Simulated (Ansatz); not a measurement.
# KCaInWO6: complex band structure, part 2 of 2

Aim: the decay constants that govern tunnelling through KCaInWO6.

Ansatz 0.2.0; PBE DFT, plane waves, PAW files (the session's first sound run).

So far, gap on the k-mesh (eV): step 2 (the bulk crystal and its band edges) 2.97; step 3 (complex bands, plane (111), k-mesh 6×6×6) 2.96.

### Step 7. A repeat with changed settings

This step: PBE DFT, plane waves, PAW files; complex bands by layer matching along the plane's normal; changed: scf.mixing.preconditioner = "kerker_dos", hamiltonian.hubbard = {"sites": [{"species": "W", "l": "d", "u_eff": 4.0}], "double_counting": "amf"}, scf.n_extra_bands = 32 (Ansatz 0.2.0).

This run repeats an earlier one, its twin (the complex run, plane (111)), with four settings changed (scf.mixing.preconditioner, scf.n_extra_bands, hamiltonian.hubbard.sites, hamiltonian.hubbard.double_counting; files written aside). It is meant to test how the run responds to these settings. Where the input is shown as a difference, that is against the step before, not the twin.

Contents of input.yaml:

```yaml
crystal:
  lattice:
    - [5.7819908517, 0.0, 0.0]
    - [2.8909954259, 5.007350962, 0.0]
    - [0.0, 3.3382339747, 4.7209757614]
  atoms:
    - { symbol: K, position: [0.75, 0.5, 0.25] }
    - { symbol: Ca, position: [0.25, 0.5, 0.75] }
    - { symbol: In, position: [0.0, 0.0, 0.0] }
    - { symbol: W, position: [0.5, 0.0, 0.5] }
    - { symbol: O, position: [0.73761249, 0.0, 0.26238751] }
    - { symbol: O, position: [0.26238751, 0.0, 0.73761249] }
    - { symbol: O, position: [0.26238751, 0.0, 0.26238751] }
    - { symbol: O, position: [0.73761249, 0.0, 0.73761249] }
    - { symbol: O, position: [0.73761249, 0.52477502, 0.73761249] }
    - { symbol: O, position: [0.26238751, 0.47522498, 0.26238751] }
kpoints:
  mp_grid: { grid: [6, 6, 6] }
scf:
  occupations: { method: fixed }
  mixing: { preconditioner: kerker_dos }
  n_extra_bands: 32
hamiltonian:
  xc: pbe
  hubbard: { sites: [{ species: W, l: d, u_eff: 4.0 }], double_counting: amf }
output:
  eigenvalues: true
  transmission:
    leads: [[0, 0]]
    kpoints: [[0.0, 0.0], [-0.5, -0.5], [0.5, 0.0]]
    e_range: [-1.0, 3.96]
    de: 0.08
```

On the command line:

```console
ansatz run input.yaml --threads 2 --pin off --max-ram 4096MiB --backend cpu --events-out ev --progress --plain --runs-dir out
```

The job ended after 5 min (2 threads of Arm Neoverse N1, shared host; peak memory 1.1 GiB; 7.7 min of CPU time).

Numbers from this step:

| Property | Result |
| --- | --- |
| free energy | -22748.3405 eV |
| Fermi energy | 7.934 eV |
| gap on the k-mesh | 2.983 eV |
| level to which the leads are filled | 1.492 eV from the Fermi level |
| decay constant at the filling level, zone centre | 0.3301 Å⁻¹ |
| decay constant at the filling level, slowest listed point | 0.3301 Å⁻¹ |

K parallel (0, 0); values up to 1.5 1/Å, a degenerate pair printed once or twice; energies at which all values exceed this have no row. Im kz of the slowest decaying states against energy, zero at the highest filled level on the SCF mesh:

```
energy (eV)  decay 1 (Å⁻¹)  decay 2 (Å⁻¹)  decay 3 (Å⁻¹)  decay 4 (Å⁻¹)
    -1.0000         0.0953          0.184          0.327          0.561
    -0.7600         0.0726          0.113          0.218          0.573
    -0.5200          0.162          0.169          0.301          0.583
    -0.2800          0.219          0.278          0.350          0.591
    -0.0400          0.254          0.365          0.383          0.597
     0.2800          0.283          0.287          0.413          0.419
     0.5200          0.304          0.366          0.430          0.466
     0.7600          0.316          0.417          0.446          0.492
     1.0000          0.324          0.435          0.475          0.513
     1.2400          0.329          0.438          0.505          0.529
     1.4800          0.330          0.436          0.528          0.541
     1.7200          0.328          0.428          0.546          0.551
     1.9600          0.322          0.415          0.557          0.560
     2.2800          0.308          0.386          0.560          0.572
     2.5200          0.292          0.352          0.558          0.570
     2.7600          0.268          0.295          0.551          0.555
     3.0000          0.163          0.207          0.531          0.536
     3.2400          0.305          0.475          0.502          0.569
     3.4800          0.218          0.405          0.560          0.563
     3.7200          0.155          0.506          0.545          0.565
```

K parallel (-0.5, -0.5); values up to 1.5 1/Å, a degenerate pair printed once or twice; energies at which all values exceed this have no row. Table of Im kz of the slowest decaying states by energy, zero at the highest filled level on the SCF mesh:

```
energy (eV)  decay 1 (Å⁻¹)  decay 2 (Å⁻¹)  decay 3 (Å⁻¹)  decay 4 (Å⁻¹)
    -1.0000          0.164          0.226          0.229          0.428
    -0.7600          0.180          0.231          0.466          0.671
    -0.5200         0.0779          0.255          0.288          0.460
    -0.2800          0.160          0.210          0.294          0.363
    -0.0400         0.0736          0.223          0.320          0.322
     0.2800          0.276          0.342          0.348          0.409
     0.5200          0.304          0.352          0.372          0.492
     0.7600          0.324          0.357          0.389          0.520
     1.0000          0.338          0.360          0.402          0.540
     1.2400          0.346          0.358          0.409          0.556
     1.4800          0.350          0.354          0.412          0.569
     1.7200          0.346          0.347          0.411          0.578
     1.9600          0.335          0.339          0.404          0.586
     2.2800          0.314          0.315          0.385          0.593
     2.5200          0.285          0.291          0.361          0.499
     2.7600          0.234          0.252          0.325          0.393
     3.0000          0.127          0.269          0.283          0.597
     3.2400          0.118          0.162          0.225          0.585
     3.4800          0.167          0.324          0.553          0.594
     3.7200         0.0674          0.494          0.592          0.610
```

K parallel (0.5, 0); values up to 1.5 1/Å, a degenerate pair printed once or twice; energies at which all values exceed this have no row. The Im kz of the slowest decaying states by energy, zero at the highest filled level on the SCF mesh:

```
energy (eV)  decay 1 (Å⁻¹)  decay 2 (Å⁻¹)  decay 3 (Å⁻¹)  decay 4 (Å⁻¹)
    -1.0000          0.164          0.226          0.229          0.428
    -0.7600          0.180          0.231          0.466          0.671
    -0.5200         0.0779          0.255          0.288          0.460
    -0.2800          0.160          0.210          0.294          0.363
    -0.0400         0.0736          0.223          0.320          0.322
     0.2800          0.276          0.342          0.348          0.409
     0.5200          0.304          0.352          0.372          0.492
     0.7600          0.324          0.357          0.389          0.520
     1.0000          0.338          0.360          0.402          0.540
     1.2400          0.346          0.358          0.409          0.556
     1.4800          0.350          0.354          0.412          0.569
     1.7200          0.346          0.347          0.411          0.578
     1.9600          0.335          0.339          0.404          0.586
     2.2800          0.314          0.315          0.385          0.593
     2.5200          0.285          0.291          0.361          0.499
     2.7600          0.234          0.252          0.325          0.393
     3.0000          0.127          0.269          0.283          0.597
     3.2400          0.118          0.162          0.225          0.585
     3.4800          0.167          0.324          0.553          0.594
     3.7200         0.0674          0.494          0.592          0.610
```

The least decay constant is 0.330 Å⁻¹ against 0.330 Å⁻¹ in the twin: no change within 1 %, at 1.3 times the CPU time.

### Step 8. A repeat with changed settings: kpoints.mp_grid.grid = [9, 9, 9]

This step: PBE DFT, plane waves, PAW files; complex bands by layer matching along the plane's normal; changed: kpoints.mp_grid.grid = [9, 9, 9] (Ansatz 0.2.0).

This run repeats an earlier one, its twin (the complex run, plane (111)), with one setting changed (kpoints.mp_grid.grid; files written aside). It is meant to test whether the SCF mesh is converged. Where the input is shown as a difference, that is against the step before, not the twin.

input.yaml, as its differences from that of step 7:

```diff
@@ -17,10 +17,7 @@
 kpoints:
-  mp_grid: { grid: [6, 6, 6] }
+  mp_grid: { grid: [9, 9, 9] }
 scf:
   occupations: { method: fixed }
-  mixing: { preconditioner: kerker_dos }
-  n_extra_bands: 32
 hamiltonian:
   xc: pbe
-  hubbard: { sites: [{ species: W, l: d, u_eff: 4.0 }], double_counting: amf }
 output:
```

Elapsed: 4.1 min, on 2 threads; peak memory 0.96 GiB; 6.4 min of CPU time.

Numbers from this step:

```yaml
free_energy: -22748.3378 eV
fermi_energy: 7.933 eV
gap_on_the_k_mesh: 2.966 eV
level_to_which_the_leads_are_filled: 1.483 eV from the Fermi level
decay_constant_at_the_filling_level_zone_centre: 0.3299 Å⁻¹
decay_constant_at_the_filling_level_slowest_listed_point: 0.3299 Å⁻¹
```

K parallel (0, 0); values up to 1.5 1/Å, a degenerate pair printed once or twice; energies at which all values exceed this have no row. The Im kz of the slowest decaying states by energy, zero at the highest filled level on the SCF mesh:

```
energy (eV)  decay 1 (Å⁻¹)  decay 2 (Å⁻¹)  decay 3 (Å⁻¹)  decay 4 (Å⁻¹)
    -1.0000         0.0948          0.185          0.327          0.561
    -0.7600         0.0718          0.113          0.217          0.573
    -0.5200          0.162          0.168          0.301          0.583
    -0.2800          0.219          0.277          0.349          0.591
    -0.0400          0.254          0.365          0.383          0.597
     0.2800          0.283          0.286          0.413          0.419
     0.5200          0.304          0.366          0.429          0.466
     0.7600          0.316          0.416          0.446          0.493
     1.0000          0.324          0.434          0.475          0.513
     1.2400          0.329          0.437          0.504          0.530
     1.4800          0.330          0.435          0.528          0.542
     1.7200          0.328          0.427          0.546          0.552
     1.9600          0.322          0.414          0.558          0.560
     2.2800          0.308          0.384          0.561          0.571
     2.5200          0.292          0.349          0.559          0.569
     2.7600          0.266          0.289          0.552          0.555
     3.0000          0.142          0.195          0.464          0.530
     3.2400          0.297          0.485          0.500          0.569
     3.4800          0.218          0.416          0.559          0.563
     3.7200          0.155          0.513          0.544          0.565
```

K parallel (-0.5, -0.5); values up to 1.5 1/Å, a degenerate pair printed once or twice; energies at which all values exceed this have no row. Im kz of the slowest decaying states against energy, zero at the highest filled level on the SCF mesh:

```
energy (eV)  decay 1 (Å⁻¹)  decay 2 (Å⁻¹)  decay 3 (Å⁻¹)  decay 4 (Å⁻¹)
    -1.0000          0.164          0.227          0.229          0.427
    -0.7600          0.180          0.231          0.466          0.672
    -0.5200         0.0776          0.255          0.288          0.459
    -0.2800          0.159          0.210          0.295          0.363
    -0.0400         0.0736          0.223          0.320          0.321
     0.2800          0.276          0.342          0.348          0.409
     0.5200          0.303          0.352          0.371          0.492
     0.7600          0.323          0.358          0.389          0.520
     1.0000          0.337          0.360          0.402          0.540
     1.2400          0.345          0.359          0.409          0.556
     1.4800          0.348          0.355          0.412          0.569
     1.7200          0.346          0.347          0.410          0.579
     1.9600          0.336          0.337          0.403          0.586
     2.2800          0.313          0.315          0.383          0.588
     2.5200          0.281          0.292          0.359          0.492
     2.7600          0.228          0.249          0.322          0.387
     3.0000          0.110          0.264          0.284          0.598
     3.2400          0.122          0.149          0.229          0.584
     3.4800          0.173          0.339          0.552          0.595
     3.7200         0.0827          0.498          0.593          0.610
```

K parallel (0.5, 0); values up to 1.5 1/Å, a degenerate pair printed once or twice; energies at which all values exceed this have no row. Im kz of the slowest decaying states against energy, zero at the highest filled level on the SCF mesh:

```
energy (eV)  decay 1 (Å⁻¹)  decay 2 (Å⁻¹)  decay 3 (Å⁻¹)  decay 4 (Å⁻¹)
      -1.00          0.164          0.227          0.229          0.427
      -0.76          0.180          0.231          0.466          0.672
      -0.52         0.0776          0.255          0.288          0.459
      -0.28          0.159          0.210          0.295          0.363
      -0.04         0.0736          0.223          0.320          0.321
       0.28          0.276          0.342          0.348          0.409
       0.52          0.303          0.352          0.371          0.492
       0.76          0.323          0.358          0.389          0.520
       1.00          0.337          0.360          0.402          0.540
       1.24          0.345          0.359          0.409          0.556
       1.48          0.348          0.355          0.412          0.569
       1.72          0.346          0.347          0.410          0.579
       1.96          0.336          0.337          0.403          0.586
       2.20          0.321          0.321          0.389          0.592
       2.44          0.293          0.300          0.368          0.523
       2.68          0.249          0.268          0.336          0.425
       3.00          0.110          0.264          0.284          0.598
       3.24          0.122          0.149          0.229          0.584
       3.48          0.173          0.339          0.552          0.595
       3.72         0.0827          0.498          0.593          0.610
       3.96          0.164          0.199          0.537          0.587
```

The least decay constant is 0.330 Å⁻¹ against 0.330 Å⁻¹ in the twin: no change within 1 %.

### Step 9. What came out

- band gap: 2.96 eV
- least decay constant at mid-gap, normal to (111): 0.330 Å⁻¹
- least decay constant at mid-gap, normal to (001): 0.384 Å⁻¹
- least decay constant on a mesh, normal to (111): 0.330 Å⁻¹

In words: With PBE, the slowest decay at the wavevectors tried is κ = 0.330 Å⁻¹, normal to (111). Through such a film the transmission near mid-gap falls as exp(−2κd), a factor of ten every 3.5 Å. The decay depends on direction: 1.2 times faster normal to (001). A free electron under a barrier of half the gap would need a mass of 0.28 mₑ to decay at this rate. A semilocal functional narrows gaps, so real decay constants are likely larger.

[Logs are printed without paths, hosts, clocks, repeated set-up lines and the standing remarks that a program may print on its own settings, such as how far it seeks lower states.]

[Hosts, paths, dates, database ids (printed as entryN), source tags and the programs' standing remarks are cut or masked in the printed files.]
